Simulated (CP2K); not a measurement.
Two runs for the N K edge of hydrogen cyanide dimer. Run A: CP2K XAS_TDP, all-electron GAPW, PBEh(45%), aug-cc-pVDZ, TDA, no relativity. Run B differs in one setting.

First lines with a strength over 0.0015. A:

```tsv
atom	energy (eV)	states	strength, one atom
N2 (bonded to C)	395.66	2	0.1091
	400.31	1	0.0035
	401.08	1	0.0015
	401.10	1	0.0016
	402.31	1	0.0018
N4 (bonded to C)	395.62	2	0.1102
	401.75	1	0.0068
	401.79	1	0.0049
	402.07	1	0.0055
	403.21	1	0.0017
```

B:

```tsv
atom	energy (eV)	states	strength, one atom
N2 (bonded to C)	401.33	2	0.1075
	405.98	1	0.0035
	406.77	1	0.0016
	407.98	1	0.0017
	408.32	1	0.0068
N4 (bonded to C)	401.40	2	0.1086
	407.54	1	0.0067
	407.57	1	0.0049
	407.86	1	0.0054
	408.99	1	0.0017
```

**Question.** Which was it: scalar relativity switched on, the basis, GW2X switched on, the functional?

GW2X switched on. GW2X shifts an atom's lines together and keeps their spacings. Against PBEh(45%) in aug-cc-pVDZ, the leading lines move by +5.67 eV (N2, to 401.33) and +5.78 eV (N4, to 401.40).

[Banner, clock and machine lines of the logs are left out without a mark of their own.]

[Logs are printed without paths, hosts, clocks, repeated set-up lines and the standing remarks that a program may print on its own settings, such as how far it seeks lower states.]

[Hosts, paths, dates, database ids (printed as entryN), source tags and the programs' standing remarks are cut or masked in the printed files.]
